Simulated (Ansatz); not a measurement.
# Lattice dynamics of MoS2 monolayer (2H), part 2 of 2

How does MoS2 monolayer (2H) vibrate, and is this structure a minimum?

Ansatz 0.2.0; DFT PBEsol, scalar-relativistic, plane waves, PAW.

So far. Step 4 (Relaxing to small forces for the phonons): The largest force component left is 0.051 meV/Å, within the tolerances set.

## 5. Response at finite wavevector (continued)

The partial phonon density of states has structure finer than the step of the table below, so its rows give means over 10 cm⁻¹, whole bins alone (the curve runs from -10 to 496 cm⁻¹). Peaks (cm⁻¹: height): Mo 171.5: 0.0225, 225.7: 0.0177, 378.5: 0.0372, 410.4: 0.0200; S 171.5: 0.0143, 305.3: 0.0408, 334.0: 0.0724, 349.9: 0.0493, 378.5: 0.0512, 410.4: 0.0638.

Phonopy on the run's constants, 21x21x1 mesh, Gaussian sigma 3.6 cm-1. Interpolated from a 6×6×1 q mesh. Partial phonon density of states against wavenumber; means over each step; values in 1/cm⁻¹/cell:

```tsv
wavenumber (cm⁻¹)	Mo	S
0	8.7e-4	5.9e-4
10	0.00123	8.7e-4
20	0.00150	0.00107
30	0.00202	0.00147
40	0.00255	0.00184
50	0.00256	0.00192
60	0.00267	0.00200
70	0.00403	0.00300
80	0.00354	0.00265
90	0.00426	0.00328
100	0.00520	0.00383
110	0.00565	0.00430
120	0.00642	0.00484
130	0.00784	0.00576
140	0.00947	0.00703
150	0.0128	0.00924
160	0.0169	0.0119
170	0.0206	0.0133
180	0.0166	0.00895
190	0.0118	0.00492
200	0.00548	0.00260
210	0.00824	0.00416
220	0.0137	0.00757
230	0.0146	0.00786
240	0.00285	0.00138
250	1.7e-5	6.0e-6
260	0	0
270	0	1.0e-5
280	1.0e-6	0.00236
290	3.5e-5	0.0167
300	1.4e-4	0.0319
310	3.1e-4	0.0369
320	4.0e-4	0.0303
330	4.3e-4	0.0524
340	4.5e-4	0.0464
350	0.00167	0.0426
360	0.00266	0.0194
370	0.0158	0.0252
380	0.0336	0.0470
390	0.0168	0.0257
400	0.0123	0.0298
410	0.0170	0.0520
420	0.00481	0.0105
430	0.00260	0.00358
440	0.00232	0.00324
450	0.00207	0.00296
460	0.00186	0.00270
470	0.00116	0.00172
480	1.0e-4	1.5e-4
490	0	0
```

Harmonic thermodynamic functions per atom, from the density of states. Interpolated from a 6×6×1 q mesh. Thermodynamic functions, by row:

```tsv
T (K)	F_vib (meV/atom)	S (J/mol-atom/K)	C_V (J/mol-atom/K)
0	54.69	0	0
100	52.9	4.732	8.094
200	43.48	13.5	17.11
300	25.33	21.26	20.86
400	-0.06	27.51	22.5
500	-31.31	32.63	23.33
600	-67.42	36.93	23.8
700	-107.7	40.62	24.09
800	-151.5	43.85	24.28
900	-198.4	46.72	24.42
1000	-248.2	49.3	24.51
```

Symmetry leaves 7 wavevectors to solve. The lowest mode among them, the acoustic zeros apart, lies at q = (0, 0.167, 0) and is real, 45.8 cm⁻¹.

## 6. Isotope substitution, element Mo, natural mass 95.95 amu

An isotope changes the mass and not the force constants, so no new electronic calculation is needed; the shifts show which modes move this element.

The same force constants with the mass of Mo changed from 95.950 to 99.907 u (phonopy, no LO-TO term). Both lists are sorted by frequency; levels can cross, so a row need not hold one and the same mode. Modes under 3 cm⁻¹ are left out. Isotope shifts, by row:

```tsv
q	rank	natural mass (cm⁻¹)	changed mass (cm⁻¹)
0 0 0	4	285.7	285.7
0 0 0	5	285.7	285.7
0 0 0	6	386.4	383.4
0 0 0	7	386.4	383.4
0 0 0	8	406.7	406.7
0 0 0	9	472.2	468.5
0 0.1667 0	1	45.76	45.24
0 0.1667 0	2	81.3	80.33
0 0.1667 0	3	129.7	128.1
0 0.1667 0	4	292.3	292.3
0 0.1667 0	5	308	307.8
0 0.1667 0	6	372.1	370.6
0 0.1667 0	7	383.1	379.9
0 0.1667 0	8	410.5	409.1
0 0.1667 0	9	450.1	446.4
0 0.3333 0	1	128.8	127.4
0 0.3333 0	2	137.9	136.3
0 0.3333 0	3	213.8	210.7
0 0.3333 0	4	302.6	302.6
0 0.3333 0	5	335	334.9
0 0.3333 0	6	353.4	353
0 0.3333 0	7	373.5	370.3
0 0.3333 0	8	405.2	401.8
0 0.3333 0	9	411.5	409.6
0 -0.5 0	1	156.5	154.7
0 -0.5 0	2	171.9	169.8
0 -0.5 0	3	235.9	232.4
0 -0.5 0	4	307	307
0 -0.5 0	5	334.4	334.4
0 -0.5 0	6	353.6	353.5
0 -0.5 0	7	368	364.9
0 -0.5 0	8	388.5	385.6
0 -0.5 0	9	409.7	407.6
```

A mode of this element alone would shift by -2.00 %. The highest zone-centre frequency without the field goes from 472.2 to 468.5 cm⁻¹ (-0.8 %). The product of the frequency ratios over all optical modes at Γ is 0.976; the product rule, (m/m′)^(3k/2) (M′/M)^(3/2) with k = 1 such atoms and M the mass of the cell, gives 0.976.

## 7. Another isotope, element S, natural mass 32.06 amu

The same for S, from 32.06 to 33.97 u.

The same force constants with the mass of S changed from 32.060 to 33.968 u (phonopy, no LO-TO term). Both lists are sorted by frequency; levels can cross, so a row need not hold one and the same mode. Modes under 3 cm⁻¹ are left out. Isotope shifts, by row:

```tsv
q	rank	natural mass (cm⁻¹)	changed mass (cm⁻¹)
0 0 0	4	285.7	277.6
0 0 0	5	285.7	277.6
0 0 0	6	386.4	379.9
0 0 0	7	386.4	379.9
0 0 0	8	406.7	395.1
0 0 0	9	472.2	464.2
0 0.1667 0	1	45.76	45.18
0 0.1667 0	2	81.3	80.31
0 0.1667 0	3	129.7	128.3
0 0.1667 0	4	292.3	284
0 0.1667 0	5	308	299.4
0 0.1667 0	6	372.1	363.6
0 0.1667 0	7	383.1	376.8
0 0.1667 0	8	410.5	400.9
0 0.1667 0	9	450.1	442.6
0 0.3333 0	1	128.8	127.2
0 0.3333 0	2	137.9	136.1
0 0.3333 0	3	213.8	211.8
0 0.3333 0	4	302.6	293.9
0 0.3333 0	5	335	325.5
0 0.3333 0	6	353.4	343.9
0 0.3333 0	7	373.5	367.6
0 0.3333 0	8	405.2	398.6
0 0.3333 0	9	411.5	402.8
0 -0.5 0	1	156.5	154.5
0 -0.5 0	2	171.9	170
0 -0.5 0	3	235.9	234
0 -0.5 0	4	307	298.2
0 -0.5 0	5	334.4	324.9
0 -0.5 0	6	353.6	343.7
0 -0.5 0	7	368	362.2
0 -0.5 0	8	388.5	381.7
0 -0.5 0	9	409.7	401.2
```

A mode of this element alone would shift by -2.85 %. The highest zone-centre frequency without the field goes from 472.2 to 464.2 cm⁻¹ (-1.7 %). The product of the frequency ratios over all optical modes at Γ is 0.871; the product rule, (m/m′)^(3k/2) (M′/M)^(3/2) with k = 2 such atoms and M the mass of the cell, gives 0.871.

## 8. Outcome

```
space group after relaxation (within 0.01 Å)            : P-6m2
area per atom                                           : 2.85 Å²
gap on the k-mesh                                       : 1.81 eV
highest optical mode at the zone centre (no LO-TO term) : 472 cm⁻¹
lowest optical zone-centre mode                         : 286 cm⁻¹
largest Born charge (third of the trace)                : -0.781 e
lowest mode on the q mesh (acoustic modes at Γ apart)   : 45.8 cm⁻¹
highest frequency on the path or at a solved wavevector : 472 cm⁻¹
zero-point energy per atom                              : 54.7 meV
heat capacity at 300 K                                  : 20.9 J/(mol atoms K)
vibrational entropy at 300 K                            : 21.3 J/(mol atoms K)
imaginary modes on the 6×6×1 q mesh                     : none
```

The structure is a minimum as far as tested: no mode is imaginary at the 7 irreducible wavevectors of the 6×6×1 mesh, and the softest away from the acoustic zeros lies at 46 cm⁻¹. Without the field, the optical modes at Γ span 286 to 472 cm⁻¹. The strongest infrared line is at 386 cm⁻¹. Averaged over orientations, the strongest Raman line at 532 nm and 300 K is at 386 cm⁻¹. The tensors are the static, non-resonant ones, while 532 nm light (2.33 eV) lies above the computed gap. On the path and the mesh, the widest gap between branches runs from 236 to 286 cm⁻¹. In a sheet or slab the interpolated bending branch near Γ is rough, since the rotational sum rule isn't imposed. Dielectric tensors refer to the cell with its vacuum. The program warns that the interpolation holds no quadrupole term, so branches close to Γ can be off in this crystal. The starting cell was built on a prototype and not taken from a measurement. These are harmonic frequencies at zero temperature: anharmonic shifts, linewidths and thermal expansion are left out.

[Logs are printed without paths, hosts, clocks, repeated set-up lines and the standing remarks that a program may print on its own settings, such as how far it seeks lower states.]

[Hosts, paths, dates, database ids (printed as entryN), source tags and the programs' standing remarks are cut or masked in the printed files.]
